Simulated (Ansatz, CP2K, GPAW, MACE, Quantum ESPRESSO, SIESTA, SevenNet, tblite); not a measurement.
# GPAW runs on (5,5) carbon nanotube bundle (80 atoms)

Wanted: GPAW inputs and outputs for (5,5) carbon nanotube bundle (80 atoms), checked against a plane-wave reference.

Main program and level: GPAW 26.7.0; the method is named at each step.

**1. Starting point**

The cell holds 80 atoms: 80 C. Its edges and angles: a = 10.081 Å, b = 10.081 Å, c = 9.840 Å, α = 90.0°, β = 90.0°, γ = 120.0°. It derives from C (graphene). Graphene sheet (a = 2.46 Å) rolled into a (5,5) tube of diameter 6.78 Å, 4 periods, hexagonal bundle with 3.3 Å between walls; not relaxed, displaced by a Gaussian of 0.02 Å. Then every atom was moved at random, 0.05 Å r.m.s. a Cartesian component. The structure's axis is c.

The yardstick, on the same geometry:

```
method                 : Kohn-Sham DFT, PBE, SSSP efficiency 1.3.0 pseudopotentials, plane waves (Quantum ESPRESSO 7.5); sssp-pbe-1.3.0-efficiency, cutoffs 45/360 Ry, Γ point
r.m.s. force component : 3.583 eV/Å
longest force          : 12.35 eV/Å
pressure               : 10.02 GPa
time                   : 2.4 min on 2 MPI ranks of Arm Neoverse V1, shared host
CPU time               : 4.9 min
```

**2. PBE, LCAO dzp, h 0.2 Å**

Method: Kohn-Sham DFT, PBE, PAW, atomic orbitals (dzp).

run.py reads:

```python
import numpy as np
from ase.io import read
from gpaw import GPAW, FermiDirac

atoms = read("structure.xyz")
atoms.calc = GPAW(
    mode="lcao",
    basis="dzp",
    h=0.2,
    xc="PBE",
    kpts={"size": (1, 1, 1), "gamma": True},
    occupations=FermiDirac(0.05),
    maxiter=200,
    symmetry={"point_group": False},
    txt="gpaw.txt",
)
energy = atoms.get_potential_energy(force_consistent=True)
forces = atoms.get_forces()
print(f"energy {energy:.6f} eV")
print("forces (eV/A)")
for i, (a, f) in enumerate(zip(atoms, forces)):
    print(f"{i:4d} {a.symbol:2s} {f[0]:10.5f} {f[1]:10.5f} {f[2]:10.5f}")
print(f"Fermi level {atoms.calc.get_fermi_level():.4f} eV")
for k in range(len(atoms.calc.get_ibz_k_points())):
    for s in range(atoms.calc.get_number_of_spins()):
        e = atoms.calc.get_eigenvalues(kpt=k, spin=s)
        n = np.searchsorted(e, atoms.calc.get_fermi_level())
        print(f"k {k} spin {s} levels about the Fermi level:", np.round(e[max(n - 6, 0):n], 4).tolist(), "|", np.round(e[n:n + 6], 4).tolist())
```

structure.xyz reads:

```xyz
80
Lattice="10.08135 0.00000 0.00000 -5.04067 8.73070 0.00000 0.00000 0.00000 9.84000" Properties=species:S:1:pos:R:3 pbc="T T T"
C 3.31692 0.68615 1.22331
C 3.14629 1.34313 9.80999
C 2.29079 2.56752 0.06957
C 1.68757 2.88017 1.19458
C 0.40164 3.39816 1.23020
C -0.39937 3.23795 2.51983
C 8.39454 2.87659 0.03414
C 7.78386 2.53409 1.15836
C 7.01355 1.33274 1.28186
C 6.77769 0.66545 2.50408
C 1.68974 7.96921 9.74662
C 1.89621 7.38216 1.25076
C 2.81245 6.19836 1.32594
C 3.27579 5.68517 2.43127
C 4.65320 5.46935 2.49621
C 5.33173 5.45704 1.19694
C 6.63514 5.80015 1.19999
C -2.77277 6.27598 2.41552
C -1.95512 7.39551 2.46551
C -1.68676 8.11632 1.24732
C 3.30603 0.72020 3.62565
C 3.19589 1.33859 2.42182
C 2.26306 2.52719 2.54807
C 1.64946 2.99769 3.75829
C 0.43748 3.32369 3.72385
C -0.24870 3.39188 4.85594
C 8.30960 2.96119 2.39388
C 7.82580 2.65090 3.74028
C 6.93930 1.40599 3.62988
C 6.69109 0.58758 4.96408
C 1.61247 8.07581 2.47791
C 1.94263 7.32270 3.69866
C 2.79254 6.11987 3.75908
C 3.33874 5.83350 4.99813
C 4.66243 5.37794 4.92581
C 5.34786 5.38789 3.62929
C 6.72895 5.74821 3.67189
C -2.65043 6.25354 5.00866
C -1.90890 7.31144 4.99045
C -1.65404 8.03085 3.75927
C 3.31606 0.64904 6.15915
C 3.04356 1.39586 4.89107
C 2.33061 2.48877 4.87542
C 1.68177 3.02274 6.10493
C 0.41102 3.37389 6.16289
C -0.46349 3.35599 7.45193
C -1.64961 2.90470 4.90298
C 7.76466 2.52143 6.09716
C 6.95215 1.27145 6.18867
C 6.74190 0.75905 7.39683
C 1.73289 8.03364 4.92964
C 1.98754 7.42144 6.11094
C 2.79460 6.31291 6.12510
C 3.38663 5.76715 7.34999
C 4.76888 5.34249 7.34851
C 5.28858 5.30774 6.17401
[... 20 atom lines left out ...]
C -3.29650 5.80836 8.58993
C -2.81365 6.24533 9.80920
C -1.88062 7.32602 9.78706
C -1.66957 8.06734 8.51760
```

Launch:

```sh
> OMP_NUM_THREADS=1 python run.py > output.txt
```

What it wrote:

```text
energy -680.125008 eV
forces (eV/A)
   0 C     1.13495    5.08630   -2.55494
   1 C    -0.68548    1.34349    1.16184
   2 C     1.83644   -2.82793   -7.14317
   3 C     0.78689    1.13577    7.06781
   4 C    -3.86812   -0.10851    1.74038
   5 C     3.55608    2.15439   -3.76284
   6 C     1.76946    2.52358   -3.77656
   7 C    -2.14609   -1.93597    4.54863
   8 C    -1.10066   -0.71473   -3.62534
   9 C    -0.31735    5.46895   -1.98964
  10 C    -0.08366   -0.01573    5.17789
  11 C     0.45120   -1.87175   -0.98364
  12 C    -4.96742    3.29549   -8.16010
  13 C     1.24450   -0.24362    6.59478
  14 C     0.14925   -1.91364   -4.53985
  15 C    -0.36155   -1.00557    6.25633
  16 C     5.23360    2.87250   -0.18687
  17 C    -2.76222   -3.41325    1.36895
  18 C     1.93086    1.23805    1.02513
  19 C    -0.40932   -9.02202   -2.03222
  20 C     1.24929   -1.36982    4.10208
  21 C    -2.75642    4.83887    1.72885
  22 C     0.63048   -0.62699   -3.96890
  23 C    11.62535   -4.33593   -3.58693
[...]
72 C     0.78080   -1.67381   -8.12414
  73 C     1.27719   -1.69736   10.94393
  74 C     0.37108   -0.58184  -10.13895
  75 C     1.18831   -0.94943    2.91987
  76 C    -1.70645   -1.03038   -1.02100
  77 C     1.09924   -0.15860    1.22916
  78 C     0.71357    2.82552    2.05422
  79 C    -0.50836   -8.99430    5.54545
Fermi level 4.3813 eV
k 0 spin 0 levels about the Fermi level: [2.4277, 2.4906, 2.6382, 2.679, 3.7765, 3.9147] | [4.8532, 4.9384, 5.3845, 5.635, 5.751, 5.7874]
```

gpaw.txt:

```text
Input parameters:
  mode=LCAO(),
  basis={'default': 'dzp'},
  h=0.2,
  kpts=MonkhorstPack(size=(1, 1, 1), gamma=True),
  maxiter=200,
  occupations=Occupations(name='fermi-dirac', width=0.05, fixmagmom=False),
  symmetry=Symmetry(point_group=False),
  xc=XC(name='PBE')
Unit cell  # Å
| periodic |         x |        y |        z |   lengths |     angles |
|----------|-----------|----------|----------|-----------|------------|
|      yes | 10.081350 | 0.000000 | 0.000000 | 10.081350 |  90.000000 |
|      yes | -5.040670 | 8.730700 | 0.000000 | 10.081343 |  90.000000 |
|      yes |  0.000000 | 0.000000 | 9.840000 |  9.840000 | 119.999990 |
Number of symmetries: 1
Symmetry operations  # r_c * U_cc + t_c -> r_c
|   | kind |            matrix            |
|---|------|------------------------------|
| 0 |  E   |  1, 0, 0,  0, 1, 0,  0, 0, 1 |
BZ-sampling:
  Number of BZ points: 1
  Number of IBZ points: 1
  Monkhorst-Pack size: [1, 1, 1]
  Monkhorst-Pack shift: [0, 0, 0]
[... lines left out ...]
eigensolver:
density mixing:
  MSR1-Mixer
occupation numbers:
  Fermi-Dirac:
    width: 0.0500  # eV
FastPoissonSolver using
    Stencil: 8*3+1=25 point O(h^6) finite-difference Laplacian
xc functional:
  name: PBE with 2 nearest neighbor stencil
interpolation: tri-quintic # 5. degree polynomial
Initialization done in: 6.281 s
convergence criteria:
- Maximum [total energy] change in last 3 cyles: 0.0005 eV / valence electron
- Maximum integral of absolute [dens]ity change: 0.0001 electrons / valence electron
- Maximum integral of absolute [eigenst]ate change: 4e-08 eV^2 / valence electron
maximum number of iterations: 200
SCF iterations
|iter     |      energy | eigst |  dens |
|---------|-------------|-------|-------|
|iter:   1| -694.003659 |      c|       |
|iter:   2| -691.754002 |      c| -0.90 |
|iter:   3| -680.264964 |      c| -0.93 |
|iter:   4| -680.952739 |      c| -1.59 |
|iter:   5| -680.125175 |      c| -1.86 |
|iter:   6| -680.137819 |      c| -2.22 |
|iter:   7| -680.125699c|      c| -2.54 |
|iter:   8| -680.124987c|      c| -3.32 |
|iter:   9| -680.124924c|      c| -3.81 |
|iter:  10| -680.124908c|      c| -4.11c|
Converged in 10 steps
SCF loop duration: 59.468 s (5.947 s/step)
Energy contributions relative to reference atoms: (reference = -82210.249238)
Energy contributions:
  Kinetic:         689.542525
  Coulomb:        -668.581928
  Zero:             15.824382
  External:          0.000000
  Xc:             -716.909787
  Entropy:          -0.000200
  Spinorbit:         0.000000
  ----------------------------
  Free energy:    -680.125008
  Extrapolated:   -680.124908
dipole moment: (2.025542, -2.104613, 36.623292)  # |e|*Ang
Fermi level: 4.381
Eigenvalues  # (at kpt = [0.000, 0.000, 0.000])
| band index |      eig [eV] | occ [0-2] |
|------------|---------------|-----------|
|          0 |       -15.830 |     2.000 |
|        ... |               |           |
|        152 |         2.036 |     2.000 |
|        153 |         2.287 |     2.000 |
[...]
|        167 |         6.227 |     0.000 |
|        ... |               |           |
|        195 |        10.580 |     0.000 |
Gap: 0.938 eV
Transition (v -> c):
  (s=0, k=0, n=159, [0.00, 0.00, 0.00]) -> (s=0, k=0, n=160, [0.00, 0.00, 0.00])
No difference between direct/indirect transitions
Force computation time: 13.588  # s
timing:  # [seconds]
  Total:  79.367  # ━━━━━━━━━━━━━━━━━━━━━━━━━━━━━━━━━━━━━━━━━━━━━━━━━━━━━━━━━
  Init:    6.280  # ━━━━╸
  SCF:    59.468  # ━━━━━━━━━━━━━━━━━━━━━━━━━━━━━━━━━━━━━━━━━━╸
  Forces: 13.588  # ━━━━━━━━━━
```

The job ended after 81 s (1 thread of Arm Neoverse V1, shared host; peak memory 0.67 GiB).

Banners, paths, timers and routine set-up lines are dropped from the logs unmarked, and long logs keep their key lines alone; longer cuts are marked.

Numbers from this run, and their distance from the reference:

- r.m.s. force component: 3.818 eV/Å
- r.m.s. difference of force components: 276 meV/Å
- longest difference of force vectors: 816.7 meV/Å
- force difference over r.m.s. force: 7.703 %
- slope of forces against the reference's: 1.065
- correlation of force components: 0.9992

The surroundings of C24, which bears the longest force, nearest first, numbered as they follow in the input and with coordinates relative to it.

```tsv
atom	x	y	z	distance (Å)	bonds	Fx	Fy	Fz (eV/Å)
C24	0.00	0.00	0.00	0.00	3	11.63	-4.34	-3.59
C25	-1.21	0.33	-0.03	1.26	3	-9.90	2.65	-3.42
C43	0.68	-0.51	1.12	1.40	3	-4.47	6.07	3.36
C23	0.61	-0.47	-1.21	1.44	3	0.63	-0.63	-3.97
C26	-1.90	0.39	1.10	2.23	3	-3.69	0.06	6.35
C44	0.03	0.03	2.35	2.35	3	5.82	-3.27	2.73
C6	-2.05	0.24	-1.24	2.41	3	3.56	2.15	-3.76
C42	1.39	-1.60	1.13	2.41	3	3.96	-5.26	0.35
C4	0.04	-0.12	-2.56	2.57	3	0.79	1.14	7.07
C22	1.55	-1.66	-1.34	2.63	3	-2.76	4.84	1.73
C45	-1.24	0.38	2.40	2.73	3	-6.31	1.40	-0.76
C21	1.66	-2.28	-0.13	2.82	3	1.25	-1.37	4.10
C5	-1.25	0.40	-2.53	2.85	3	-3.87	-0.11	1.74
```

Atoms are counted from 1 here, from 0 in the log.

Forces lie 7.7 % from the reference's, at 0.28 times its CPU time (on 1 against 2 cores).

**3. PBE, LCAO dzp, h 0.15 Å**

Method: Kohn-Sham DFT, PBE, PAW, atomic orbitals (dzp).

Changes to run.py since step 2:

```diff
@@ -3,2 +3,3 @@
 from gpaw import GPAW, FermiDirac
+from ase.parallel import parprint as print
 
@@ -8,3 +9,3 @@
     basis="dzp",
-    h=0.2,
+    h=0.15,
     xc="PBE",
```

structure.xyz is that of step 2.

Launch:

```sh
> OMP_NUM_THREADS=1 mpirun -np 2 gpaw python run.py > output.txt
```

What it wrote:

```text
energy -688.544028 eV
forces (eV/A)
   0 C     1.09972    5.10212   -2.56302
   1 C    -0.67182    1.33494    1.16710
   2 C     1.83463   -2.83141   -7.13030
   3 C     0.83161    1.10697    7.07578
   4 C    -3.89852   -0.11393    1.73648
   5 C     3.57007    2.14967   -3.73186
   6 C     1.74728    2.51188   -3.78456
   7 C    -2.15031   -1.92476    4.53121
   8 C    -1.11324   -0.74183   -3.62234
   9 C    -0.33161    5.45667   -1.97724
  10 C    -0.04611   -0.03391    5.17751
  11 C     0.43428   -1.86719   -0.98718
[...]
75 C     1.15105   -0.93822    2.92235
  76 C    -1.69770   -1.02156   -1.01177
  77 C     1.07528   -0.16878    1.26243
  78 C     0.69166    2.81399    2.04301
  79 C    -0.50100   -9.00715    5.52693
Fermi level 4.3730 eV
k 0 spin 0 levels about the Fermi level: [2.421, 2.484, 2.6316, 2.6722, 3.769, 3.9071] | [4.8442, 4.9293, 5.3772, 5.6269, 5.7426, 5.7787]
```

gpaw.txt:

```text
Input parameters:
  mode=LCAO(),
  basis={'default': 'dzp'},
  h=0.15,
  kpts=MonkhorstPack(size=(1, 1, 1), gamma=True),
  maxiter=200,
  occupations=Occupations(name='fermi-dirac', width=0.05, fixmagmom=False),
  symmetry=Symmetry(point_group=False),
  xc=XC(name='PBE')
[... lines left out ...]
  Fermi-Dirac:
[... lines left out ...]
convergence criteria:
- Maximum [total energy] change in last 3 cyles: 0.0005 eV / valence electron
[... lines left out ...]
Converged in 10 steps
[... lines left out ...]
  Free energy:    -688.544028
[... lines left out ...]
dipole moment: (1.986715, -2.095904, 36.625167)  # |e|*Ang
Fermi level: 4.373
Eigenvalues  # (at kpt = [0.000, 0.000, 0.000])
| band index |      eig [eV] | occ [0-2] |
|------------|---------------|-----------|
|          0 |       -15.824 |     2.000 |
|        ... |               |           |
|        152 |         2.029 |     2.000 |
|        153 |         2.280 |     2.000 |
[...]
|        167 |         6.217 |     0.000 |
|        ... |               |           |
|        195 |        10.568 |     0.000 |
Gap: 0.937 eV
Transition (v -> c):
  (s=0, k=0, n=159, [0.00, 0.00, 0.00]) -> (s=0, k=0, n=160, [0.00, 0.00, 0.00])
No difference between direct/indirect transitions
Force computation time: 13.570  # s
```

It took 84 s on 2 MPI ranks; peak memory 1.6 GiB.

Against the reference:

```
r.m.s. force component                          : 3.817 eV/Å
r.m.s. difference of force components           : 275.2 meV/Å
longest difference of force vectors             : 807.1 meV/Å
force difference over r.m.s. force              : 7.68 %
slope of forces against the reference's         : 1.065
correlation of force components                 : 0.9992
energy less the same-level run's                : -105.2 meV/atom
r.m.s. force difference from the same-level run : 18.73 meV/Å
```

Against the first run (7.7 %), the force difference from the reference is 7.7 %, at 2.1 times the CPU time (on 2 against 1 cores): the change moves forces by 19 meV/Å r.m.s., so most of the difference comes from elsewhere.

**4. PBE, LCAO sz(dzp), h 0.2 Å**

Method: Kohn-Sham DFT, PBE, PAW, atomic orbitals (sz(dzp)).

Changes to run.py since step 3:

```diff
@@ -3,3 +3,2 @@
 from gpaw import GPAW, FermiDirac
-from ase.parallel import parprint as print
 
@@ -8,4 +7,4 @@
     mode="lcao",
-    basis="dzp",
-    h=0.15,
+    basis="sz(dzp)",
+    h=0.2,
     xc="PBE",
```

structure.xyz is that of step 3.

Launch:

```sh
> OMP_NUM_THREADS=1 python run.py > output.txt
```

What it wrote:

```text
energy -572.127793 eV
forces (eV/A)
   0 C     1.35816    6.20626   -3.14065
   1 C    -0.39593    2.00347    0.93738
   2 C     3.07324   -2.87501   -8.55391
   3 C     1.07934    1.28968    8.74985
   4 C    -4.36258    0.68081    2.65497
   5 C     4.31647    2.34621   -3.87778
   6 C     2.28918    3.04263   -4.73390
   7 C    -3.27173   -1.93981    4.99190
   8 C    -1.50385   -0.70891   -4.09367
   9 C    -0.64976    5.97462   -2.37041
  10 C    -0.78167   -0.50138    5.78343
  11 C     0.26729   -2.35093   -1.33853
[...]
75 C     0.92763   -1.19513    4.24650
  76 C    -1.53974   -1.81565   -1.90086
  77 C     1.31325   -0.39427    1.95272
  78 C     1.67590    3.18588    2.36423
  79 C     0.36042  -10.26241    6.02421
Fermi level 2.8933 eV
k 0 spin 0 levels about the Fermi level: [0.971, 1.0461, 1.1345, 1.2276, 2.2309, 2.3791] | [3.4107, 3.5153, 4.181, 4.438, 4.5072, 4.5703]
```

gpaw.txt:

```text
Input parameters:
  mode=LCAO(),
  basis={'default': 'sz(dzp)'},
  h=0.2,
  kpts=MonkhorstPack(size=(1, 1, 1), gamma=True),
  maxiter=200,
  occupations=Occupations(name='fermi-dirac', width=0.05, fixmagmom=False),
  symmetry=Symmetry(point_group=False),
  xc=XC(name='PBE')
[... lines left out ...]
  Fermi-Dirac:
[... lines left out ...]
convergence criteria:
- Maximum [total energy] change in last 3 cyles: 0.0005 eV / valence electron
[... lines left out ...]
Converged in 9 steps
[... lines left out ...]
  Free energy:    -572.127793
[... lines left out ...]
Fermi level: 2.893
[... lines left out ...]
|          0 |       -17.860 |     2.000 |
|        ... |               |           |
|        152 |         0.637 |     2.000 |
|        153 |         0.844 |     2.000 |
[...]
|        167 |         4.884 |     0.000 |
|        ... |               |           |
|        195 |         9.220 |     0.000 |
Gap: 1.032 eV
Transition (v -> c):
  (s=0, k=0, n=159, [0.00, 0.00, 0.00]) -> (s=0, k=0, n=160, [0.00, 0.00, 0.00])
No difference between direct/indirect transitions
Force computation time: 3.268  # s
timing:  # [seconds]
  Total:  26.435  # ━━━━━━━━━━━━━━━━━━━━━━━━━━━━━━━━━━━━━━━━━━━━━━━━━━━━━━━━━
  Init:    5.072  # ━━━━━━━━━━━
  SCF:    18.066  # ━━━━━━━━━━━━━━━━━━━━━━━━━━━━━━━━━━━━━━━
  Forces:  3.268  # ━━━━━━━
```

The job ended after 28 s (1 thread; peak memory 0.51 GiB).

Compared with the plane-wave run:

| Property | Result |
| --- | --- |
| r.m.s. force component | 4.543 eV/Å |
| r.m.s. difference of force components | 1118 meV/Å |
| longest difference of force vectors | 3349 meV/Å |
| force difference over r.m.s. force | 31.2 % |
| slope of forces against the reference's | 1.255 |
| correlation of force components | 0.9899 |

This is a coarse setting, run to see what it loses.

Against the first run (7.7 %), the force difference from the reference is 31 %, at 0.34 times the CPU time, with 320 basis functions against 1040: the smaller basis costs accuracy.

(Part 1 of 2 ends here.)

[Also dropped from logs without a mark: logging warnings of Python, and SIESTA's first energy breakdown and zero terms.]

[Logs are printed without paths, hosts, clocks, repeated set-up lines and the standing remarks that a program may print on its own settings, such as how far it seeks lower states.]

[Hosts, paths, dates, database ids (printed as entryN), source tags and the programs' standing remarks are cut or masked in the printed files.]
